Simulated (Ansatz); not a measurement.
**GaP (F-43m): zone-centre modes under pressure**

Wanted: Grüneisen parameters and pressure coefficients of the modes of GaP (F-43m).

Program: Ansatz 0.2.0. Level of theory: DFT LDA, scalar-relativistic, plane waves, PAW; PAW set soft_1. Results are calculated unless marked as measured.

## (1) The starting structure

The structure is cubic, space group F-43m (No. 216). Conventional cell: a = 5.451 Å, b = 5.451 Å, c = 5.451 Å, α = 90.00°, β = 90.00°, γ = 90.00°. P has 4 Ga at 2.36 Å nearest. Nearest to Ga lie 4 P at 2.36 Å. Farther neighbours are not listed.

## (2) Bringing the structure to rest

Harmonic phonons are second derivatives at a point where the forces vanish, and they are wanted at zero stress, so atoms and cell are relaxed first.

input.yaml

```yaml
crystal:
  lattice:
    - [0.0, 2.72525, 2.72525]
    - [2.72525, 0.0, 2.72525]
    - [2.72525, 2.72525, 0.0]
  atoms:
    - { symbol: P, position: [0.75, 0.75, 0.75] }
    - { symbol: Ga, position: [0.0, 0.0, 0.0] }
kpoints:
  mp_grid: { grid: [8, 8, 8] }
hamiltonian:
  xc: lda
  pseudopotentials: { kind: paw, azcp: { folder: soft_1 }, xc_functional: pbe }
scf:
  occupations: { method: gaussian, width: 0.02 }
output:
  forces: true
  stress: true
  eigenvalues: true
relax:
  adjacent_minimum: "off"
  f_tol: 0.005
  max_steps: 80
  cell: { stress_tol: 0.05 }
```

Started as:

```console
$ ansatz run input.yaml --threads 4 --pin off --max-ram 10240MiB --backend cpu --events-out ev --progress --plain --runs-dir out
```

Numbers of over 12 decimals in the logs are rounded to 6 here.

Output:

```text
Engine: ansatz 0.2.0, aarch64-unknown-linux-gnu
Pseudopotentials: kind: paw
Pseudopotential: P, paw, valence charge 5, recommended cutoff 420 eV (normal), soft_1/P.paw.azcp
Pseudopotential: Ga, paw, valence charge 13, recommended cutoff 420 eV (normal), soft_1/Ga.paw.azcp
Functional definition: SPW92
  exchange = slater_x
  correlation = pw_c
Crystal: 2 atoms, lattice volume = 40.481 Å³
Basis set: ecut = 420 eV, 749 PW (Γ)
Bands: 13, of which v1, the nominal top of the filled ones, is band 9 counted from 1 (8 counted from 0)
Symmetry: 24 space group operations
Space group: F-43m (ITA 216), of the structure as read, at distance tolerance 3.4e-5 Å
k-points: 29 of 512 (time reversal used)
Non-local potential: P, projectors of the file, l = 0: 2, l = 1: 2, l = 2: 1
Non-local potential: Ga, projectors of the file, l = 0: 2, l = 1: 2, l = 2: 3, l = 3: 1
PAW form: soft (Blöchl's): semilocal exchange-correlation on the pseudo side does not see the compensation charge
PAW frozen core: P, regenerated for the run's functional, and the local potential with it (the file was generated under x = pbe(κ = 0.804, μ = 0.219515), c = pbe(β = 0.066725))
PAW frozen core: Ga, regenerated for the run's functional, and the local potential with it (the file was generated under x = pbe(κ = 0.804, μ = 0.219515), c = pbe(β = 0.066725))
PAW one-centre angular grid: P, 110 points (default); XC on 64 Gauss nodes
PAW one-centre angular grid: Ga, 590 points (default); XC on 64 Gauss nodes
Initial density: superposition of atomic densities (chi_scale 0.1, normalization cell, long waves kept (reshape's long-wave potential 0.00 eV rms))
Initial wavefunctions: pseudopotential atomic-orbital guess
Functional: x = slater, c = lda
SCF iter   1: F=—  HF=-4433.942967 eV  |F-HF|=—  |Δ(HF+E_count)|=         —  Δρ=4.35e-2  dr2=6.37e-1  ethr=3.10e-3  ⟨swp⟩=6.3  Hψ=2616  notcnv=0
preconditioner: auto → none  [insulator: Δε(μ)=1.791 eV  Ē_g=15.372 eV  σ=0.020 eV  W_gap=1.00  n_scr=14 (ndim 8)  ℏωp=24.8 eV  f_vac=0.000  D(μ)=0.00/eV (n_scr^D=0)  ε∞_Penn≈3.6]
SCF iter   2: F=—  HF=-4433.776778 eV  |F-HF|=—  |Δ(HF+E_count)|=   1.66e-1  Δρ=1.99e-2  dr2=9.03e-2  ethr=3.10e-3  ⟨swp⟩=2.1  Hψ=747  notcnv=0
SCF iter   3: F=—  HF=-4433.763041 eV  |F-HF|=—  |Δ(HF+E_count)|=   1.37e-2  Δρ=5.15e-3  dr2=1.12e-2  ethr=5.02e-4  ⟨swp⟩=3.1  Hψ=754  notcnv=0
SCF iter   4: F=—  HF=-4433.758810 eV  |F-HF|=—  |Δ(HF+E_count)|=   4.23e-3  Δρ=2.18e-3  dr2=6.88e-4  ethr=6.22e-5  ⟨swp⟩=3.0  Hψ=846  notcnv=0
SCF iter   5: F=—  HF=-4433.758506 eV  |F-HF|=—  |Δ(HF+E_count)|=   3.04e-4  Δρ=5.05e-4  dr2=4.02e-5  ethr=3.82e-6  ⟨swp⟩=2.0  Hψ=720  notcnv=0
SCF iter   6: F=—  HF=-4433.758506 eV  |F-HF|=—  |Δ(HF+E_count)|=   1.44e-7  Δρ=2.83e-5  dr2=1.86e-7  ethr=2.23e-7  ⟨swp⟩=2.4  Hψ=481  notcnv=0
SCF iter   7: F=-4433.758506 eV  HF=-4433.758506 eV  |F-HF|=1.69e-9  |Δ(HF+E_count)|=   8.57e-8  Δρ=5.83e-6  dr2=6.75e-9  ethr=5.56e-10  ⟨swp⟩=6.4  Hψ=1980  notcnv=0
SCF 1 converged in 7 iterations: F = -4433.758506 eV  dr2 = 6.75e-9
  greatest PAW one-centre occupation: 0.994 electrons in one spin orbital (limit 2), on the Ga atom at site 1 (counted from 0), in its partial waves of l = 2
relax step   1: F+E_penalty+E_count = -4433.75850600 eV  Δ(F+E_penalty+E_count) = +0.000e0 eV  max|allowed force component| = 1.203e-16 eV/Å  Δτ_max = 0.0000 Å  P = -2.743 GPa  Ω = 40.481 Å³  (7 SCF iters, dr2 threshold 1.00e-7 eV, accepted)
Crystal: 2 atoms, lattice volume = 39.562 Å³
Initial density: handed on by an earlier stage of this run
Initial wavefunctions: those handed on with the density
iter 1 solved again at ethr=4.46e-6 eV; its pass at ethr=3.10e-3 eV (dr2=8.02e-4 eV) is discarded
SCF iter   1: F=—  HF=-4433.769373 eV  |F-HF|=—  |Δ(HF+E_count)|=         —  Δρ=1.26e-3  dr2=8.98e-4  ethr=4.46e-6  ⟨swp⟩=2.0  Hψ=2861  notcnv=0
preconditioner: auto → none  [insulator: Δε(μ)=1.470 eV  Ē_g=15.589 eV  σ=0.020 eV  W_gap=1.00  n_scr=14 (ndim 8)  ℏωp=25.0 eV  f_vac=0.002  D(μ)=0.00/eV (n_scr^D=0)  ε∞_Penn≈3.6]
SCF iter   2: F=—  HF=-4433.769085 eV  |F-HF|=—  |Δ(HF+E_count)|=   2.87e-4  Δρ=4.55e-4  dr2=8.34e-5  ethr=4.46e-6  ⟨swp⟩=2.0  Hψ=480  notcnv=0
SCF iter   3: F=—  HF=-4433.769068 eV  |F-HF|=—  |Δ(HF+E_count)|=   1.68e-5  Δρ=1.31e-4  dr2=6.36e-6  ethr=4.63e-7  ⟨swp⟩=2.5  Hψ=499  notcnv=0
SCF iter   4: F=—  HF=-4433.769067 eV  |F-HF|=—  |Δ(HF+E_count)|=   9.73e-7  Δρ=4.69e-5  dr2=4.50e-7  ethr=3.53e-8  ⟨swp⟩=2.0  Hψ=638  notcnv=0
SCF iter   5: F=-4433.769067 eV  HF=-4433.769067 eV  |F-HF|=1.07e-8  |Δ(HF+E_count)|=   1.73e-7  Δρ=1.41e-5  dr2=4.71e-8  ethr=1.11e-9  ⟨swp⟩=6.6  Hψ=1982  notcnv=0
SCF 2 converged in 5 iterations: F = -4433.769067 eV  dr2 = 4.71e-8
relax step   2: F+E_penalty+E_count = -4433.76906728 eV  Δ(F+E_penalty+E_count) = -1.056e-2 eV  max|allowed force component| = 3.469e-17 eV/Å  Δτ_max = 0.0000 Å  P = -0.860 GPa  Ω = 39.562 Å³  energy of the carried Pulay correction = +1.152e-4 eV  (5 SCF iters, dr2 threshold 2.00e-7 eV, accepted)
Crystal: 2 atoms, lattice volume = 39.156 Å³
iter 1 solved again at ethr=9.43e-7 eV; its pass at ethr=3.10e-3 eV (dr2=1.70e-4 eV) is discarded
SCF iter   1: F=—  HF=-4433.770216 eV  |F-HF|=—  |Δ(HF+E_count)|=         —  Δρ=5.77e-4  dr2=1.87e-4  ethr=9.43e-7  ⟨swp⟩=2.7  Hψ=2766  notcnv=0
preconditioner: auto → none  [insulator: Δε(μ)=1.438 eV  Ē_g=15.633 eV  σ=0.020 eV  W_gap=1.00  n_scr=14 (ndim 8)  ℏωp=25.2 eV  f_vac=0.002  D(μ)=0.00/eV (n_scr^D=0)  ε∞_Penn≈3.6]
SCF iter   2: F=—  HF=-4433.770157 eV  |F-HF|=—  |Δ(HF+E_count)|=   5.89e-5  Δρ=2.10e-4  dr2=1.74e-5  ethr=9.43e-7  ⟨swp⟩=2.0  Hψ=479  notcnv=0
SCF iter   3: F=—  HF=-4433.770154 eV  |F-HF|=—  |Δ(HF+E_count)|=   3.48e-6  Δρ=6.36e-5  dr2=1.51e-6  ethr=9.69e-8  ⟨swp⟩=2.2  Hψ=495  notcnv=0
SCF iter   4: F=-4433.770154 eV  HF=-4433.770154 eV  |F-HF|=1.87e-7  |Δ(HF+E_count)|=   2.53e-7  Δρ=2.49e-5  dr2=1.21e-7  ethr=1.11e-9  ⟨swp⟩=7.5  Hψ=2165  notcnv=0
SCF 3 converged in 4 iterations: F = -4433.770154 eV  dr2 = 1.21e-7
relax step   3: F+E_penalty+E_count = -4433.77015352 eV  Δ(F+E_penalty+E_count) = -1.086e-3 eV  max|allowed force component| = 3.123e-17 eV/Å  Δτ_max = 0.0000 Å  P = +0.052 GPa  Ω = 39.156 Å³  energy of the carried Pulay correction = +1.669e-4 eV  (4 SCF iters, dr2 threshold 2.00e-7 eV, accepted)
[...]
relax step   4: F+E_penalty+E_count = -4433.77015442 eV  Δ(F+E_penalty+E_count) = -8.996e-7 eV  max|allowed force component| = 4.163e-17 eV/Å  Δτ_max = 0.0000 Å  P = +0.000 GPa  Ω = 39.178 Å³  energy of the carried Pulay correction = +1.640e-4 eV  (4 SCF iters, dr2 threshold 6.84e-9 eV, accepted)
Initial wavefunctions: pseudopotential atomic-orbital guess (no wavefunctions were taken with the density)
iter 1 solved again at ethr=1.52e-6 eV; its pass at ethr=3.10e-3 eV (dr2=2.74e-4 eV) is discarded
SCF iter   1: F=—  HF=-4433.769989 eV  |F-HF|=—  |Δ(HF+E_count)|=         —  Δρ=3.15e-5  dr2=1.18e-7  ethr=1.52e-6  ⟨swp⟩=2.7  Hψ=3592  notcnv=0
eigensolver tolerance schedule: the retry pair's looser diagonalisation over-reported the residual by 2323.45 of it (diagonalisation noise at an unbounded share of the residual, at the tolerance the schedule requests for it); recorded, not acted on — ethr = c·dr2/N_el stays at c = 1.0e-1
SCF iter   2: F=—  HF=-4433.769989 eV  |F-HF|=—  |Δ(HF+E_count)|=   3.65e-9  Δρ=2.52e-5  dr2=1.04e-7  ethr=6.55e-10  ⟨swp⟩=3.6  Hψ=813  notcnv=0
SCF iter   3: F=—  HF=-4433.769989 eV  |F-HF|=—  |Δ(HF+E_count)|=   1.38e-8  Δρ=6.18e-6  dr2=1.94e-8  ethr=5.77e-10  ⟨swp⟩=2.0  Hψ=636  notcnv=0
SCF iter   4: F=—  HF=-4433.769989 eV  |F-HF|=—  |Δ(HF+E_count)|=   1.97e-8  Δρ=8.57e-7  dr2=1.01e-10  ethr=1.08e-10  ⟨swp⟩=2.0  Hψ=636  notcnv=0
SCF iter   5: F=-4433.769989 eV  HF=-4433.769989 eV  |F-HF|=1.82e-12  |Δ(HF+E_count)|=  1.46e-11  Δρ=1.79e-7  dr2=5.11e-12  ethr=1.00e-12  ⟨swp⟩=7.7  Hψ=2051  notcnv=0
SCF 5 converged in 5 iterations: F = -4433.769989 eV  dr2 = 5.11e-12
relax step   5: F+E_penalty+E_count = -4433.76998868 eV  Δ(F+E_penalty+E_count) = +1.657e-4 eV  max|allowed force component| = 2.313e-17 eV/Å  Δτ_max = 0.0000 Å  P = -0.001 GPa  Ω = 39.178 Å³  stress off target by 1.13e-3 GPa  SCF on the basis re-selected at this cell (its energy is not comparable with the rows above)  (5 SCF iters)
basis re-selected at this cell: Δ(F+E_penalty+E_count) = +1.657e-4 eV, ΔP = -0.002 GPa vs the last step (what re-selecting the basis moved, of the pressure what is left beyond the Pulay correction that the steps carried, after the strain that the cell walked since its last selection, with what the two solves' SCF thresholds leave and, on support functions, any second-order correction that the steps lacked; it is no m [...]
SCF converged after 5 iterations
Free energy (F): -4433.769989 eV
Harris-Foulkes:  -4433.769989 eV  (|F-HF|=1.82e-12)
Internal energy: -4433.769989 eV  (E = F + TS)
E sigma→0 (E₀):  -4433.769989 eV
Fermi energy:    7.961660 eV
--- Per-component energies (eV) ---
  E_band       = -58.601965
  E_kinetic    = 182.113093
  E_local      = -1658.795374  (includes V_loc(G=0)·N_el)
  E_nonlocal   = -57.270870
  E_hartree    = 1006.425477
  E_xc         = -135.942082
  E_vxc        = -118.581420  (∫ρ·V_xc dr)
  E_paw        = -2445.114668  (= ΣΔE_a)
  E_vpaw       = -418.918162  (= ΣTr[D̂ρ^β])
  E_aug_tail   = -0.000182  (compensation charges beyond the density's cutoff)
  E_ewald      = -1327.031217
  E_core_change = 1.845833  (= ΣΔE_core)
  E_smearing   = -0.000000  (= −TS)
  E_closure    = 0.000000  (closes the sum)
  Σ components = -4433.769989   (vs F -4433.769989, Δ=0.00e0)
--- Forces (eV/Å), atoms counted from 1 ---
  atom   1  P      0.00000000     0.00000000    -0.00000000
  atom   2  Ga    -0.00000000    -0.00000000    -0.00000000
  max |Σ_I F_I| component: 2.78e-17 eV/Å
--- Stress (GPa, compression-positive) ---
       -0.001128      -0.000000      -0.000000
       -0.000000      -0.001128       0.000000
       -0.000000       0.000000      -0.001128
  P = ⅓ Tr σ = -0.0011 GPa (-0.011 kbar)
--- Band table (eV; the first three rows and the last of 29) ---
  k-point 0: bands = [... 5 lower, -5.5218, 7.2465, 7.2465, 7.2465, 9.1264, 11.0243, 11.0243, 11.0243]
  k-point 1: bands = [... 5 lower, -5.3106, 5.5643, 7.0000, 7.0000, 9.7031, 11.3918, 11.3918, 11.6614]
  k-point 2: bands = [... 5 lower, -4.7103, 3.2370, 6.5427, 6.5427, 9.3482, 11.9111, 11.9111, 13.5939]
  k-point 28: bands = [... 5 lower, -2.2607, 0.4620, 3.4688, 3.6118, 11.8454, 12.1517, 13.2438, 13.3036]
--- Relaxed structure (4 steps of the walk, 4 accepted, 1 SCFs on fresh bases) ---
  F+E_penalty+E_count = -4433.76998868 eV   max|allowed force component| = 2.313e-17 eV/Å   (the final SCF, on the basis selected at the relaxed cell)
  cell:  # Å, volume = 39.1785 Å³
    - [0, 2.695706, 2.695706]
    - [2.695706, 0, 2.695706]
    - [2.695706, 2.695706, 0]
  atoms:
    - { symbol: P, position: [0.75, 0.75, 0.75] }
    - { symbol: Ga, position: [0, 0, 0] }
```

Elapsed: 2.9 s, on 4 threads of Arm Neoverse V1, shared host; peak memory 0.32 GiB.

The steps of the relaxation:

```tsv
step	energy less that of the first step (eV)	largest force component (eV/Å)	pressure (GPa)	volume (Å³)
1	0.0000	0.0000	-2.74	40.48
2	-0.0106	0.0000	-0.86	39.56
3	-0.0116	0.0000	0.05	39.16
4	-0.0116	0.0000	0.00	39.18
5*	-0.0115	0.0000	0.00	39.18
```

Relaxation steps marked * repeat the geometry before them on a plane-wave basis chosen anew for their cell, so energy and pressure can jump there.

The run keeps the 24 symmetry operations that it works with, so distortions that break them were not tested.

```tsv
conventional cell, symmetrised	before	after	change
a (Å)	5.451	5.391	-1.1 %
b (Å)	5.451	5.391	-1.1 %
c (Å)	5.451	5.391	-1.1 %
volume (Å³/atom)	20.24	19.59	-3.2 %
```

Final coordinates:

```xyz
2
Lattice="0.0000 2.6957 2.6957 2.6957 0.0000 2.6957 2.6957 2.6957 0.0000" Properties=species:S:1:pos:R:3 pbc="T T T"
P     4.0436    4.0436    4.0436
Ga    0.0000    0.0000    0.0000
```

Numbers from this step:

```yaml
pressure: -0.001128 GPa
gap_on_the_k_mesh: 1.430 eV
volume_per_atom: 19.59 Å³
```

In this step the volume went from 20.24 to 19.59 Å³/atom.

## (3) Tight relaxation

A first tight relaxation and response on 8×8×8 k points, not shown, drew a warning on the mesh, so the tight relaxation is repeated on 12×12×12 points.

input.yaml, the sections that differ from step 2:

```yaml
crystal:
  lattice:
    - [0.0, 2.6957057139, 2.6957057139]
    - [2.6957057139, 0.0, 2.6957057139]
    - [2.6957057139, 2.6957057139, 0.0]
  atoms:
    - { symbol: P, position: [0.75, 0.75, 0.75] }
    - { symbol: Ga, position: [0.0, 0.0, 0.0] }
kpoints:
  mp_grid: { grid: [12, 12, 12] }
scf:
  occupations: { method: fixed }
relax:
  adjacent_minimum: "off"
  f_tol: 0.001
  max_steps: 60
  cell: { stress_tol: 0.01 }
# hamiltonian, output: as in step 2
```

Output:

```text
[...]
Crystal: 2 atoms, lattice volume = 39.178 Å³
Basis set: ecut = 420 eV, 749 PW (Γ)
Bands: 13, of which v1, the nominal top of the filled ones, is band 9 counted from 1 (8 counted from 0)
Symmetry: 24 space group operations
[...]
k-points: 72 of 1728 (time reversal used)
[...]
k-point 71: bands = [... 5 lower, -2.2624, 0.4614, 3.4679, 3.6110, 11.8446, 12.1506, 13.2433, 13.3031]
--- Relaxed structure (1 steps of the walk, 1 accepted, 1 SCFs on fresh bases) ---
[...]
cell:  # Å, volume = 39.1785 Å³
    - [0.0, 2.6957057139, 2.6957057139]
    - [2.6957057139, 0.0, 2.6957057139]
    - [2.6957057139, 2.6957057139, 0.0]
  atoms:
    - { symbol: P, position: [0.750000, 0.750000, 0.750000] }
    - { symbol: Ga, position: [0.0, 0.0, 0.0] }
[key lines of the parts left out:]
SCF converged after 6 iterations
Free energy (F): -4433.772763 eV
Fermi energy:    7.244813 eV
P = ⅓ Tr σ = 0.0023 GPa (0.023 kbar)
```

The job ended after 2.8 s (4 threads; peak memory 0.35 GiB; 10 s of CPU time).

Little changed from the start: no atom moved by 0.005 Å and no cell edge by 0.1 %.

This step gave:

- pressure: 0.002334 GPa
- gap on the k-mesh: 1.387 eV

The forces vanish by symmetry and the pressure is 0.002 GPa, within the tolerances set. The cell now holds 19.59 Å³/atom.

(Continued in part 2 of 3.)

[Logs are printed without paths, hosts, clocks, repeated set-up lines and the standing remarks that a program may print on its own settings, such as how far it seeks lower states.]

[Hosts, paths, dates, database ids (printed as entryN), source tags and the programs' standing remarks are cut or masked in the printed files.]
